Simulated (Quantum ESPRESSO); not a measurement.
Two runs for the In K edge of atom 1 in In (I4/mmm). Run A: Quantum ESPRESSO XSpectra, LDA, excited-electron core hole (neutral cell), 6-atom cell with 5.7 Å between holes, 5×5×5 k points, dipole transitions, Lorentzian half width 0.4 eV. Run B differs in one choice.

Energy from the energy zero of the input (xe0, at the border of filled and empty states); intensity scaled to a mean of 1 over the first 20 eV:

| E (eV) | A | B |
| --- | --- | --- |
| -2.0 | 0.09 | 0.08 |
| -1.0 | 0.18 | 0.16 |
| 0.0 | 0.80 | 0.66 |
| 1.0 | 1.39 | 1.32 |
| 2.0 | 1.46 | 1.65 |
| 3.0 | 1.77 | 1.65 |
| 4.0 | 1.51 | 1.85 |
| 5.0 | 1.49 | 1.55 |
| 6.0 | 1.39 | 1.29 |
| 7.0 | 1.19 | 1.00 |
| 8.0 | 0.99 | 0.76 |
| 9.0 | 0.92 | 0.65 |
| 10.0 | 0.75 | 0.66 |
| 11.0 | 0.78 | 0.64 |
| 12.0 | 0.53 | 0.68 |
| 13.0 | 0.56 | 0.54 |
| 14.0 | 0.61 | 0.68 |
| 15.0 | 0.61 | 0.67 |
| 16.0 | 0.69 | 0.69 |
| 17.0 | 0.66 | 0.74 |
| 18.0 | 0.87 | 0.87 |
| 19.0 | 0.88 | 0.95 |
| 20.0 | 1.04 | 1.11 |
| 21.0 | 1.06 | 1.19 |
| 22.0 | 1.28 | 1.12 |
| 23.0 | 0.99 | 0.94 |
| 24.0 | 0.97 | 0.91 |
| 25.0 | 0.92 | 0.68 |
| 26.0 | 0.74 | 0.57 |
| 27.0 | 0.65 | 0.67 |
| 28.0 | 0.64 | 0.67 |
| 29.0 | 0.63 | 0.67 |
| 30.0 | 0.72 | 0.72 |
| 31.0 | 0.65 | 0.82 |
| 32.0 | 0.78 | 0.73 |

What was changed?
a) the size of the supercell
b) the broadening
c) the radius of the reconstruction
d) the volume of the cell

(a): run B changes the supercell atoms from 6 to 1, and the k mesh follows the cell. Against the first run the r.m.s. difference is 13 %. Another feature, at 3.9 eV (1.87), becomes the highest below 24 eV; the one at 3.0 eV (1.78) is now at 2.3 eV (1.79). Other settings could leave a like mark; this is the one that was changed.

[Hosts, paths, dates, database ids (printed as entryN), source tags and the programs' standing remarks are cut or masked in the printed files.]

[Lists of maxima count a maximum above −3 eV only where it reaches 4 % of the highest in the window and stands out from its surroundings by 2 % of it (1.5 % where it reaches 55 %); shoulders and weaker maxima are passed over, and of the rest the first, up to two pre-edge ones and the few strongest are named.]
